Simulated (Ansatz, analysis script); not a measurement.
# free-standing square Ti monolayer, spacing 2.904 Å: energy less the state without spin against total moment, fitted and tested on a withheld row

System: free-standing square Ti monolayer, spacing 2.904 Å, 1 Ti in the cell. An idealised lattice of chosen spacing, in vacuum. Cell as run: a = 2.904, b = 2.904, c = 14.000 Å, angles 90.0, 90.0, 90.0°, 1 atoms.

Method: Free energy against the fixed total moment and moment against field, from collinear runs; LDA, PAW set soft_1 (analysis script 1). Settings shared by all rows: cutoff 420 eV, 19×19×1 k-mesh, Fermi-Dirac occupations, smearing width 0.1 eV. Among the fixed moments, E(M) falls 72.0 meV below the state without spin and is lowest near 1.944 μB on this grid. I·N/2 = 1.3 is over 1, so the state without spin is unstable to a uniform moment. The cell was taken as built, with atoms unrelaxed. In doubt: the program's search for lower states was switched off, so a lower magnetic state than those reached may exist.

Computed values, one withheld:

| total moment (μB/cell) | energy less the state without spin (meV/cell) |
| --- | --- |
| 0 | 0.00 |
| 0.278 | -2.68 |
| 0.556 | -10.33 |
| 0.833 | -21.86 |
| 1.111 | -35.85 |
| 1.389 | -50.49 |
| 1.667 | -63.72 |
| 1.944 | -72.04 |
| 2.222 | ? |
| 2.5 | -38.35 |

**Question.** Choose a law, fit it, and give the withheld energy less the state without spin (total moment = 2.222 μB/cell).

**Law.** Time reversal makes the energy even in the moment, so it is expanded as a Landau series from the state without spin. In symbols, E = c2 M² + c4 M⁴ + c6 M⁶, with energy less the state without spin in meV/cell.

**Fit.** Least squares on 8 rows gives c2 = -32.5434, c4 = 2.6831 and c6 = 0.24644.

| total moment (μB/cell) | computed | fit | computed − fit |
| --- | --- | --- | --- |
| 0.278 | -2.68 | -2.499 | -0.181 |
| 0.556 | -10.33 | -9.797 | -0.533 |
| 0.833 | -21.86 | -21.207 | -0.653 |
| 1.111 | -35.85 | -35.618 | -0.232 |
| 1.389 | -50.49 | -51.030 | 0.540 |
| 1.667 | -63.72 | -64.427 | 0.707 |
| 1.944 | -72.04 | -71.365 | -0.675 |
| 2.5 | -38.35 | -38.422 | 0.072 |

The quadratic term is negative, so within this fit the state without spin is unstable against a small uniform moment.

**Prediction.** At total moment = 2.222 μB/cell the law predicts -65.610 meV/cell. The computed value is -67.61 meV/cell, 2.000 below the prediction. The row lies between fitted rows, so this is an interpolation. The miss is 4 times the rms residual of the fit, 0.506.

[Hosts, paths, dates, database ids (printed as entryN), source tags and the programs' standing remarks are cut or masked in the printed files.]
